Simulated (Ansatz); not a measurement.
# How fast states decay through KLiH4N2, part 3 of 3

Wanted: the relaxed cell of KLiH4N2, its band edges and its decay constants. It is built by putting Li for part of the K in the KH2N structure of space group P2_1/m, with the volume rescaled by atomic radii. The parent structure comes from the Materials Project.

Ansatz 0.2.0; LDA DFT, plane waves, PAW files (the session's first sound run).

So far, gap on path (eV): step 3 (the bulk crystal and its band edges, LDA) 2.22; step 5 (PBE) 2.47.

The structure was built from a prototype and need not be the compound's stable phase.

## Step 6: Complex bands at another level

This step: PBE DFT, plane waves, PAW files; complex bands by layer matching along the plane's normal (Ansatz 0.2.0).

The complex bands at that level, over its own gap, at (0, 0) and (0, -0.5).

Input file input.yaml:

```yaml
crystal:
  lattice:
    - [4.699101333, 0.0, 0.0]
    - [0.0, 3.34305674, 0.0]
    - [-1.845878546, 0.0, 5.312260003]
  atoms:
    - { symbol: Li, position: [0.0762877476, 0.75, 0.384156525] }
    - { symbol: K, position: [0.7421637034, 0.25, 0.6806013553] }
    - { symbol: H, position: [0.7197862641, 0.48168041, 0.1243487293] }
    - { symbol: H, position: [0.301778454, 0.9875134681, 0.8611390457] }
    - { symbol: H, position: [0.7197862641, 0.01831959, 0.1243487293] }
    - { symbol: H, position: [0.301778454, 0.5124865319, 0.8611390457] }
    - { symbol: "N", position: [0.852758222, 0.25, 0.2233073326] }
    - { symbol: "N", position: [0.2856608907, 0.75, 0.7409592371] }
kpoints:
  mp_grid: { grid: [6, 8, 4] }
scf:
  occupations: { method: fixed }
hamiltonian:
  xc: pbe
output:
  eigenvalues: true
  transmission:
    leads: [[0, 0]]
    kpoints: [[0.0, 0.0], [0.0, -0.5]]
    e_range: [-1.0, 3.47]
    de: 0.11
```

Run with:

```console
$ ansatz run input.yaml --threads 2 --pin off --max-ram 4096MiB --backend cpu --events-out ev --progress --plain --runs-dir out
```

Numbers of over 12 decimals in the logs are rounded to 6 here.

Output:

```text
[...]
Crystal: 8 atoms, lattice volume = 83.452 Å³
Basis set: ecut = 420 eV, 1641 PW (Γ)
Bands: 21, of which v1, the nominal top of the filled ones, is band 13 counted from 1 (12 counted from 0)
Symmetry: 2 space group operations
[...]
k-points: 70 of 192 (time reversal used)
[...]
SCF iter   1: F=—  HF=-2576.747768 eV  |F-HF|=—  |Δ(HF+E_count)|=         —  Δρ=2.89e-3  dr2=8.03e-3  ethr=1.77e-3  ⟨swp⟩=4.8  Hψ=6628  notcnv=0  defer=412
[...]
SCF iter   7: F=-2576.747515 eV  HF=-2576.747515 eV  |F-HF|=3.86e-8  |Δ(HF+E_count)|=   8.88e-7  Δρ=5.84e-6  dr2=1.75e-8  ethr=3.85e-10  ⟨swp⟩=8.8  Hψ=7899  notcnv=0
SCF 1 converged in 7 iterations: F = -2576.747515 eV  dr2 = 1.75e-8
[...]
transmission: 7 of 14 steps passed
transmission: 14 of 14 steps passed
SCF converged after 7 iterations
Free energy (F): -2576.747515 eV
[...]
Internal energy: -2576.747515 eV  (E = F + TS)
E sigma→0 (E₀):  -2576.747515 eV
Fermi energy:    2.383564 eV
[...]
--- Band table (eV; the first three rows and the last of 70) ---
  k-point 0: bands = [... 9 lower, -1.3139, 0.0030, 1.8350, 2.2239, 4.8571, 7.2751, 8.3151, 9.2839, ... 4 higher]
  k-point 1: bands = [... 9 lower, -1.1722, -0.2446, 1.6376, 2.1530, 5.3424, 7.4366, 8.0945, 8.9577, ... 4 higher]
  k-point 2: bands = [... 9 lower, -0.7821, -0.7473, 1.4629, 2.1047, 6.0367, 7.2833, 7.7123, 9.0128, ... 4 higher]
  k-point 69: bands = [... 9 lower, -0.6542, -0.2007, 1.9086, 2.1429, 7.5194, 8.1208, 8.9745, 9.7268, ... 4 higher]
--- Transmission ---
  basis      : 137 plane waves across, 7 finite elements along
  points     : 2, as listed
[...]
crystal 0  : H4N2Li1K1, at the sites [0, 0], period 5.3123 Å: whole cells are its period
[...]
channels       : 0.000000e0 a spin
[...]
slowest decay  : 0.3358 /Å at (0.0000, 0.0000)
```

It took 4.3 s on 2 threads of AMD EPYC 9R45, shared host; peak memory 0.48 GiB.

This step gave:

| Property | Result |
| --- | --- |
| level to which the leads are filled | 1.237 eV from the Fermi level |
| decay constant at the filling level, zone centre | 0.3358 Å⁻¹ |
| decay constant at the filling level, slowest listed point | 0.3358 Å⁻¹ |

K parallel (0, 0); values up to 1.5 1/Å, a degenerate pair printed once or twice; energies at which all values exceed this have no row. The Im kz of the slowest decaying states by energy, zero at the highest filled level on the SCF mesh:

| energy (eV) | decay 1 (Å⁻¹) | decay 2 (Å⁻¹) | decay 3 (Å⁻¹) | decay 4 (Å⁻¹) |
| --- | --- | --- | --- | --- |
| -1.00 | 0.182 | 0.561 | 0.689 | 1.02 |
| -0.67 | 0.562 | 0.564 | 1.03 | 1.38 |
| -0.34 | 0.281 | 0.285 | 0.501 | 1.03 |
| -0.01 | 0.237 | 0.513 | 1.03 | 1.34 |
| 0.21 | 0.296 | 0.557 | 1.03 | 1.32 |
| 0.54 | 0.331 | 0.588 | 1.02 | 1.30 |
| 0.87 | 0.341 | 0.602 | 1.02 | 1.27 |
| 1.20 | 0.336 | 0.607 | 1.01 | 1.24 |
| 1.53 | 0.314 | 0.605 | 1.00 | 1.21 |
| 1.86 | 0.273 | 0.600 | 0.991 | 1.18 |
| 2.19 | 0.198 | 0.591 | 0.980 | 1.15 |
| 2.41 | 0.0971 | 0.585 | 0.972 | 1.13 |
| 2.74 | 0.573 | 0.958 | 1.02 | 1.16 |
| 3.07 | 0.558 | 0.942 | 0.947 | 1.16 |
| 3.40 | 0.540 | 0.877 | 0.926 | 1.15 |

K parallel (0, -0.5); values up to 1.5 1/Å, a degenerate pair printed once or twice; energies at which all values exceed this have no row. The Im kz of the slowest decaying states by energy, zero at the highest filled level on the SCF mesh:

| energy (eV) | decay 1 (Å⁻¹) | decay 2 (Å⁻¹) | decay 3 (Å⁻¹) | decay 4 (Å⁻¹) |
| --- | --- | --- | --- | --- |
| -1.00 | 0.545 | 0.638 | 0.647 | 0.798 |
| -0.78 | 0.447 | 0.456 | 0.683 | 0.830 |
| -0.67 | 0.170 | 0.410 | 0.693 | 0.839 |
| -0.45 | 0.288 | 0.470 | 0.707 | 0.850 |
| -0.34 | 0.182 | 0.561 | 0.712 | 0.854 |
| -0.12 | 0.669 | 0.719 | 0.858 | 0.962 |
| -0.01 | 0.708 | 0.721 | 0.858 | 0.955 |
| 0.10 | 0.209 | 0.722 | 0.741 | 0.858 |
| 0.21 | 0.286 | 0.723 | 0.770 | 0.858 |
| 0.43 | 0.376 | 0.722 | 0.822 | 0.855 |
| 0.54 | 0.406 | 0.721 | 0.846 | 0.853 |
| 0.76 | 0.453 | 0.718 | 0.847 | 0.894 |
| 0.98 | 0.489 | 0.713 | 0.840 | 0.887 |
| 1.09 | 0.504 | 0.710 | 0.835 | 0.878 |
| 1.31 | 0.530 | 0.702 | 0.826 | 0.860 |
| 1.42 | 0.542 | 0.698 | 0.821 | 0.850 |
| 1.64 | 0.563 | 0.689 | 0.809 | 0.830 |
| 1.86 | 0.583 | 0.677 | 0.797 | 0.807 |
| 1.97 | 0.593 | 0.671 | 0.790 | 0.795 |
| 2.19 | 0.614 | 0.658 | 0.768 | 0.776 |
| 2.30 | 0.626 | 0.651 | 0.751 | 0.768 |
| 2.52 | 0.635 | 0.667 | 0.699 | 0.752 |
| 2.74 | 0.617 | 0.676 | 0.734 | 1.04 |
| 2.85 | 0.608 | 0.673 | 0.725 | 1.02 |
| 3.07 | 0.587 | 0.665 | 0.705 | 0.990 |
| 3.18 | 0.576 | 0.660 | 0.695 | 0.977 |
| 3.40 | 0.552 | 0.651 | 0.673 | 0.950 |

At the listed wavevectors the last open channel is at -0.01 eV and the next at +2.52 eV on the grid. At +1.20 eV, the grid energy nearest the filling level (the middle of the gap on the SCF mesh), the slowest state at the listed wavevectors decays with κ = 0.336 Å⁻¹, its amplitude falling by e over 3.0 Å; the first such run, plane (001), gave 0.314 Å⁻¹ over as many of its listed wavevectors.

## Step 7: A repeat with changed settings

This step: LDA DFT, plane waves, PAW files; complex bands by layer matching along the plane's normal; changed: output.transmission.leads = [[0, 4], [1, 7]], scf.max_iter = 80 (Ansatz 0.2.0).

This run repeats an earlier one, its twin (the complex run, plane (001)), with two settings changed (output.transmission.leads, scf.max_iter; files written aside). The setting was drawn as a possible misstep, on purpose. Where the input is shown as a difference, that is against the step before, not the twin.

input.yaml, as its differences from that of step 6:

```diff
@@ -18,4 +18,5 @@
   occupations: { method: fixed }
+  max_iter: 80
 hamiltonian:
-  xc: pbe
+  xc: lda
 output:
@@ -23,5 +24,5 @@
   transmission:
-    leads: [[0, 0]]
-    kpoints: [[0.0, 0.0], [0.0, -0.5]]
-    e_range: [-1.0, 3.47]
+    leads: [[0, 4], [1, 7]]
+    kpoints: [[0.0, 0.0], [0.0, -0.5], [0.5, 0.0]]
+    e_range: [-1.0, 3.22]
     de: 0.11
```

Output:

```text
Error: inconsistent input (output.transmission.leads, crystal): the sites of the lead [4, 0] differ in their species, or no multiple of their step up to half the cell repeats the moments and Hubbard potentials there.
List the leads and leave barriers out. Name each by two sites of one ion a step apart, counted from 0. A search, which can't tell a lead from a barrier or a film with its gap, finds:
  [2, 2]  H4N2Li1K1, period 5.3123 Å from a height of 5.27 Å
```

The job ended after 0.07 s (2 threads; peak memory 0.13 GiB).

The program refused the input before any cycle.

The program's message: “Error: inconsistent input (output.transmission.leads, crystal): the sites of the lead [4, 0] differ in their species, or no multiple of their step up to half the cell repeats the moments and Hubbard p …”

The change that led to it: output.transmission.leads = [[0, 4], [1, 7]].

## Step 8: Outcome

| Quantity | Value |
| --- | --- |
| band gap | 2.22 eV |
| least decay constant at mid-gap, normal to (001) | 0.314 Å⁻¹ |
| least decay constant, PBE | 0.336 Å⁻¹ |

**Reading.** With LDA, the slowest decay at the wavevectors tried is κ = 0.314 Å⁻¹, normal to (001). Through such a film the transmission near mid-gap falls as exp(−2κd), a factor of ten every 3.7 Å. A free electron under a barrier of half the gap would need a mass of 0.34 mₑ to decay at this rate. With PBE the gap goes from 2.22 to 2.47 eV and the decay constant, over the first 2 listed wavevectors, from 0.314 to 0.336 Å⁻¹. The compound is made up by substitution; its stability against other phases and against distortions of the cell's symmetry was not tested. A semilocal functional narrows gaps, so real decay constants are likely larger.

[Logs are printed without paths, hosts, clocks, repeated set-up lines and the standing remarks that a program may print on its own settings, such as how far it seeks lower states.]

[Hosts, paths, dates, database ids (printed as entryN), source tags and the programs' standing remarks are cut or masked in the printed files.]
